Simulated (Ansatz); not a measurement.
**SrAgB in the AlB2 type: phonon-mediated transition temperature**

What Tc do the phonons of SrAgB in the AlB2 type give, and how does it depend on μ*? The cell shown first is a relaxed one, from steps not shown here.

Main program and level: Ansatz 0.2.0; DFT PBE, scalar-relativistic, plane waves, PAW.

Most raw output is cut from this account.

The structure was built from a prototype and need not be the compound's stable phase.

## 1. The cell after earlier relaxation steps

It takes space group P-6m2 (No. 187, hexagonal). Conventional cell: a = 4.019 Å, b = 4.019 Å, c = 4.510 Å, α = 90.00°, β = 90.00°, γ = 120.00°. Nearest to Sr lie 6 B at 3.24 Å and 6 Ag at 3.24 Å. Nearest to B lie 3 Ag at 2.32 Å and 6 Sr at 3.24 Å. Nearest to Ag lie 3 B at 2.32 Å and 6 Sr at 3.24 Å. Farther neighbours are not listed.

## 2. Coupling and resistivity: q 3×3×2, k 6×6×6, scattering 12×12×8

The run that gives the couplings also evaluates McMillan's and Allen and Dynes's formulas and, where asked, the Eliashberg equations, over a range of μ*.

Input file input.yaml:

```yaml
crystal:
  lattice:
    - [4.0188416438, -2.6053e-06, 0.0]
    - [-2.0094185657, 3.48042026, 0.0]
    - [0.0, 0.0, 4.5102671011]
  atoms:
    - { symbol: Sr, position: [0.0, 0.0, 0.0] }
    - { symbol: B, position: [0.3333333333, 0.6666666667, 0.5] }
    - { symbol: Ag, position: [0.6666666667, 0.3333333333, 0.5] }
kpoints:
  mp_grid: { grid: [6, 6, 6] }
hamiltonian:
  xc: pbe
scf:
  occupations: { method: methfessel_paxton, width: 0.2 }
output:
  eigenvalues: true
phonons:
  method: dfpt
  qmesh: [3, 3, 2]
  temperatures: { t_max: 1000, t_step: 50 }
  qpath:
    path:
      - [[0.0, 0.0, 0.0], [0.5, 0.0, 0.0], [0.33333333, 0.33333333, 0.0], [0.0, 0.0, 0.0], [0.0, 0.0, 0.5], [0.5, 0.0, 0.5], [0.33333333, 0.33333333, 0.5], [0.0, 0.0, 0.5]]
      - [[0.5, 0.0, 0.5], [0.5, 0.0, 0.0]]
      - [[0.33333333, 0.33333333, 0.5], [0.33333333, 0.33333333, 0.0]]
    npoints: 10
  electrical_resistivity:
    mesh: [12, 12, 8]
    temperatures: [20.0, 50.0, 77.0, 100.0, 150.0, 200.0, 300.0, 400.0, 600.0, 800.0]
  superconductivity: { mesh: [12, 12, 8] }
```

Run with:

```bash
> ansatz run input.yaml --threads 4 --pin off --max-ram 10240MiB --backend cpu --events-out ev --progress --plain --runs-dir out
```

Elapsed: 8.1 min, on 4 threads of Arm Neoverse V1, shared host; peak memory 3.9 GiB; 31 min of CPU time.

This step gave:

```
volume per atom                                                                : 21.03 Å³
metallic on mesh                                                               : yes
gap on the k-mesh                                                              : 0 eV
zero point energy                                                              : 0.08796 eV/cell
share of imaginary modes in the plain interpolation between solved wavevectors : 0
highest frequency, solved or plainly interpolated                              : 345.2 cm⁻¹
Debye temperature (second moment)                                              : 340 K
resistivity at 300 K                                                           : 76.2 μΩ cm, mean of the axes
coupling constant λ                                                            : 1.14
density of states at the Fermi level                                           : 1.352 states/eV a spin and cell
log mean phonon energy ħω_log                                                  : 14.46 meV
transport coupling constant λ_tr                                               : 1.455, 1.455, 1.143 (xx, yy, zz)
Drude plasma energy                                                            : 6.037, 6.037, 2.966 eV (xx, yy, zz)
resistivity times mean free path                                               : 8.697, 8.697, 17.68 × 10⁻¹⁶ Ω m² (xx, yy, zz)
second-moment phonon energy ħω₂                                                : 19.58 meV
```

Transition temperatures:

```
  μ*  McMillan Tc (K)  Allen–Dynes Tc (K)  isotropic Fermi-surface Tc (K)  isotropic full bandwidth Tc (K)  anisotropic Fermi-surface Tc (K)  anisotropic full bandwidth Tc (K)  anisotropic narrow window Tc (K)
0.08             15.2                16.7                            16.2                             16.3                              17.3                               17.4                              17.4
 0.1             14.1                15.3                            14.6                             14.7                              15.8                               15.8                              15.8
0.12             12.9                  14                            13.1                             13.2                              14.3                               14.3                              14.3
0.13             12.4                13.3                            12.4                             12.4                              13.6                               13.6                              13.6
0.14             11.8                12.7                            11.7                             11.7                              12.9                               12.9                              12.9
0.16             10.7                11.5                            10.3                             10.4                              11.5                               11.6                              11.6
 0.2             8.62                9.12                            7.91                             7.96                              9.13                               9.15                              9.15
```

## 3. Coupling and resistivity: scattering mesh 18×18×12

The next rung changes the scattering mesh, which samples the Fermi surface.

input.yaml: that of step 2 with these lines changed.

```diff
@@ -28,4 +28,4 @@
   electrical_resistivity:
-    mesh: [12, 12, 8]
+    mesh: [18, 18, 12]
     temperatures: [20.0, 50.0, 77.0, 100.0, 150.0, 200.0, 300.0, 400.0, 600.0, 800.0]
-  superconductivity: { mesh: [12, 12, 8] }
+  superconductivity: { mesh: [18, 18, 12] }
```

It took 9.7 min on 4 threads; peak memory 3.9 GiB; 37 min of CPU time.

This step gave:

```yaml
resistivity_at_300_k: 73.86 μΩ cm, mean of the axes
coupling_constant_lambda: 1.125
density_of_states_at_the_fermi_level: 1.314 states/eV a spin and cell
log_mean_phonon_energy_omega_log: 14.35 meV
transport_coupling_constant_lambda_tr: 1.456, 1.456, 1.126 (xx, yy, zz)
drude_plasma_energy: 6.011, 6.011, 3.029 eV (xx, yy, zz)
resistivity_times_mean_free_path: 8.979, 8.979, 16.66 × 10⁻¹⁶ Ω m² (xx, yy, zz)
second_moment_phonon_energy_omega: 19.55 meV
```

Transition temperatures:

```csv
μ*,McMillan Tc (K),Allen–Dynes Tc (K),isotropic Fermi-surface Tc (K),isotropic full bandwidth Tc (K),anisotropic Fermi-surface Tc (K),anisotropic full bandwidth Tc (K),anisotropic narrow window Tc (K)
0.08,14.9,16.3,15.8,15.9,16.9,16.9,16.9
0.1,13.7,14.9,14.2,14.3,15.3,15.3,15.4
0.12,12.6,13.6,12.7,12.8,13.9,13.9,13.9
0.13,12.1,13,12,12.1,13.1,13.2,13.2
0.14,11.5,12.3,11.3,11.4,12.5,12.5,12.5
0.16,10.4,11.1,10,10.1,11.2,11.2,11.2
0.2,8.33,8.81,7.62,7.69,8.77,8.81,8.79
```

Between step 2 and this run (scattering mesh 18×18×12) the value for the log mean phonon energy ħω_log moves from 14.5 meV to 14.3 meV.

## 4. Resistivity: q 3×3×2, k 9×9×6, scattering 12×12×12

The next rung changes the k mesh of the density and its response; the scattering mesh, which samples the Fermi surface.

input.yaml: that of step 3 with these lines changed.

```diff
@@ -10,3 +10,3 @@
 kpoints:
-  mp_grid: { grid: [6, 6, 6] }
+  mp_grid: { grid: [9, 9, 6] }
 hamiltonian:
@@ -28,4 +28,4 @@
   electrical_resistivity:
-    mesh: [18, 18, 12]
+    mesh: [12, 12, 12]
     temperatures: [20.0, 50.0, 77.0, 100.0, 150.0, 200.0, 300.0, 400.0, 600.0, 800.0]
-  superconductivity: { mesh: [18, 18, 12] }
+  superconductivity: { mesh: [12, 12, 12] }
```

The job ended after 12 min (4 threads; peak memory 3.7 GiB).

Numbers from this step:

```yaml
zero_point_energy: 0.08490 eV/cell
highest_frequency_solved_or_plainly_interpolated: 338.2 cm⁻¹
debye_temperature_second_moment: 330 K
resistivity_at_300_k: 65.84 μΩ cm, mean of the axes
coupling_constant_lambda: 1.047
density_of_states_at_the_fermi_level: 1.36 states/eV a spin and cell
log_mean_phonon_energy_omega_log: 15.19 meV
transport_coupling_constant_lambda_tr: 1.295, 1.295, 1.041 (xx, yy, zz)
drude_plasma_energy: 6.038, 6.038, 3.074 eV (xx, yy, zz)
resistivity_times_mean_free_path: 8.827, 8.827, 15.74 × 10⁻¹⁶ Ω m² (xx, yy, zz)
second_moment_phonon_energy_omega: 20.76 meV
```

Transition temperatures:

```
  μ*  McMillan Tc (K)  Allen–Dynes Tc (K)  isotropic Fermi-surface Tc (K)  isotropic full bandwidth Tc (K)  anisotropic Fermi-surface Tc (K)  anisotropic full bandwidth Tc (K)  anisotropic narrow window Tc (K)
0.08             14.3                15.6                            15.1                             15.1                                16                               15.9                              15.9
 0.1             13.1                14.2                            13.4                             13.5                              14.4                               14.3                              14.3
0.12               12                12.8                            11.9                             11.9                              12.8                               12.8                              12.8
0.13             11.4                12.2                            11.2                             11.2                              12.1                               12.1                              12.1
0.14             10.8                11.5                            10.4                             10.5                              11.4                               11.3                              11.3
0.16             9.69                10.3                            9.09                             9.11                                10                                 10                                10
 0.2             7.55                7.93                             6.7                             6.71                               7.6                                7.6                              7.59
```

The Eliashberg function α²F has structure finer than the step of the table below, so its rows give means over 1 meV, whole bins alone (the curve runs from 0.165 to 42.0 meV). Peaks (meV: height): α²F 12.0: 0.277, 17.0: 1.28, 19.3: 0.938, 36.8: 1.42; α²F tr 12.0: 0.291, 17.0: 1.49, 19.3: 1.12, 36.8: 1.38, 37.4: 1.30, 41.4: 0.467.

The Eliashberg function α²F by phonon energy; means over each step:

```
phonon energy (meV)      α²F   α²F tr
                  1   6.0e-4   1.8e-4
                  2  0.00683  0.00273
                  3   0.0214   0.0165
                  4   0.0481   0.0483
                  5   0.0738   0.0821
                  6    0.108    0.131
                  7    0.173    0.219
                  8    0.164    0.202
                  9    0.104    0.118
                 10    0.165    0.197
                 11    0.154    0.188
                 12    0.224    0.245
                 13    0.119    0.138
                 14    0.209    0.235
                 15    0.183    0.223
                 16    0.441    0.522
                 17    0.984     1.17
                 18    0.693    0.811
                 19    0.751    0.882
                 20    0.564    0.649
                 21    0.346    0.385
                 22    0.251    0.275
                 23    0.188    0.203
                 24    0.140    0.149
                 25   0.0809   0.0902
                 26   0.0373   0.0423
                 27  0.00500  0.00540
                 28        0        0
                 29        0        0
                 30        0        0
                 31   8.9e-4  0.00112
                 32   0.0240   0.0313
                 33   0.0608   0.0788
                 34   0.0902    0.118
                 35    0.161    0.209
                 36    0.675    0.771
                 37     1.13     1.22
                 38    0.377    0.435
                 39    0.158    0.166
                 40    0.200    0.249
                 41    0.294    0.422
```

The Eliashberg function α²F has structure finer than the step of the table below, so its rows give means over 2 meV, whole bins alone (the curve runs from 0.165 to 42.0 meV). Peaks (meV: height): α²F 12.0: 0.277, 17.0: 1.28, 19.3: 0.938, 36.8: 1.42; Sr 7.7: 0.0827, 10.4: 0.0926, 14.0: 0.186, 17.3: 0.247; B 17.0: 0.922, 19.3: 0.824, 36.8: 1.37; Ag 7.4: 0.110, 10.4: 0.137, 12.0: 0.199, 17.0: 0.147.

Table of Eliashberg function α²F by phonon energy; means over each step:

| phonon energy (meV) | α²F | Sr | B | Ag |
| --- | --- | --- | --- | --- |
| 2 | 0.00762 | 0.00319 | 3.9e-4 | 0.00405 |
| 4 | 0.0477 | 0.0191 | 0.00185 | 0.0268 |
| 6 | 0.113 | 0.0462 | 0.00337 | 0.0637 |
| 8 | 0.156 | 0.0641 | 0.00398 | 0.0878 |
| 10 | 0.143 | 0.0586 | 0.00299 | 0.0811 |
| 12 | 0.186 | 0.0601 | 0.00474 | 0.122 |
| 14 | 0.169 | 0.107 | 0.00455 | 0.0571 |
| 16 | 0.508 | 0.143 | 0.261 | 0.103 |
| 18 | 0.773 | 0.130 | 0.552 | 0.0909 |
| 20 | 0.583 | 0.0275 | 0.520 | 0.0357 |
| 22 | 0.255 | 0.00393 | 0.233 | 0.0178 |
| 24 | 0.138 | 0.00128 | 0.128 | 0.00877 |
| 26 | 0.0374 | 1.3e-4 | 0.0363 | 9.8e-4 |
| 28 | 1.8e-4 | 0 | 1.8e-4 | 5.0e-6 |
| 30 | 0 | 0 | 0 | 0 |
| 32 | 0.0261 | 3.4e-4 | 0.0257 | 7.4e-5 |
| 34 | 0.0937 | 8.0e-4 | 0.0924 | 5.7e-4 |
| 36 | 0.700 | 0.00309 | 0.676 | 0.0211 |
| 38 | 0.477 | 0.00190 | 0.461 | 0.0142 |
| 40 | 0.212 | 6.1e-4 | 0.204 | 0.00795 |

Anisotropic full-bandwidth solution, weighted at the Fermi level. Gaps:

```
 mu*  T (K)  mean gap (meV)  5 % (meV)  95 % (meV)  mean Z
 0.1   3.58            2.33       1.84        3.04    1.99
 0.1   7.15            2.23       1.77        2.91    1.99
 0.1   10.7            1.81       1.45        2.37    2.01
 0.1   12.9            1.23      0.988        1.61    2.03
0.13   3.01            1.92       1.49        2.54       2
0.13   6.03            1.84       1.42        2.43       2
0.13   9.04            1.49       1.16        1.98    2.02
0.13   10.8            1.01      0.796        1.34    2.03
0.16    2.5            1.56       1.18         2.1    2.01
0.16      5            1.49       1.13        2.01    2.01
0.16    7.5            1.21      0.919        1.63    2.02
0.16      9           0.817      0.628         1.1    2.03
```

dTc/da2F against phonon energy:

```
phonon energy (meV)  dTc/da2F (K/meV)
                  2              1.78
                  4              2.85
                  6              3.25
                  8              3.30
                 10              3.21
                 12              3.05
                 14              2.89
                 16              2.72
                 18              2.56
                 20              2.41
                 22              2.27
                 24              2.14
                 26              2.02
                 28              1.92
                 30              1.82
                 32              1.73
                 34              1.64
                 36              1.57
                 38              1.49
                 40              1.43
                 42              1.37
```

The share of the Fermi-level states by lambda of a state:

```
lambda of a state  share of the Fermi-level states
            0.598                           0.0083
            0.656                           0.0015
            0.714                            0.111
            0.771                           0.0441
            0.829                                0
            0.887                            0.102
            0.944                           0.0842
            1.000                            0.174
            1.060                           0.0638
            1.120                            0.204
            1.170                           0.0994
            1.230                           0.0081
            1.290                           0.0032
            1.350                            0.004
            1.410                                0
            1.460                           0.0013
            1.520                           0.0156
            1.580                           0.0321
            1.640                           0.0078
            1.690                           0.0142
            1.750                           0.0066
            1.810                           0.0113
            1.870                           1.0e-4
            1.920                           0.0034
```

## 5. Outcome

```
meshes                                 : q 3×3×2, k 9×9×6, scattering 12×12×12
coupling constant λ                    : 1.05
log mean phonon energy ħω_log          : 15.2 meV
Allen–Dynes Tc at μ* = 0.1             : 14.2 K
Allen–Dynes Tc at μ* = 0.13            : 12.2 K
anisotropic Eliashberg Tc at μ* = 0.1  : 14.3 K
anisotropic Eliashberg Tc at μ* = 0.13 : 12.1 K
```

**Reading.** In the last run (PBE, q 3×3×2, k 9×9×6, scattering 12×12×12), with λ = 1.0 and ħω_log = 15.2 meV, Tc at μ* = 0.13 is 11 K by McMillan's formula, 12 K by Allen and Dynes's and 12 K by the anisotropic Eliashberg equations. Raising μ* from 0.10 to 0.16 lowers the Allen–Dynes value from 14 to 10 K. The mean gap at a quarter of Tc gives 2Δ/k_B Tc = 3.68, against 3.53 in weak-coupling theory. The gap spreads from 1.5 to 2.5 meV over nine tenths of the Fermi surface. By the run's own test λ is not converged in the fine mesh: it moves by 22 % between the two finest. The run's transport test calls it not converged in the mesh; ρ(300 K) moves by 18 % in the component that moves most. Over the runs, λ takes the values 1.14, 1.12 and 1.05, in the order shown. The structure is a hand-built model. The compound is a prototype filled by a generator; whether it can be made, and whether it orders so, was not tested. μ* is a typed number, phonons are harmonic, and spin fluctuations are left out; at μ* = 0.13 McMillan's formula turns 1 % in λ into about 1.6 % in Tc.

[Logs are printed without paths, hosts, clocks, repeated set-up lines and the standing remarks that a program may print on its own settings, such as how far it seeks lower states.]

[Hosts, paths, dates, database ids (printed as entryN), source tags and the programs' standing remarks are cut or masked in the printed files.]
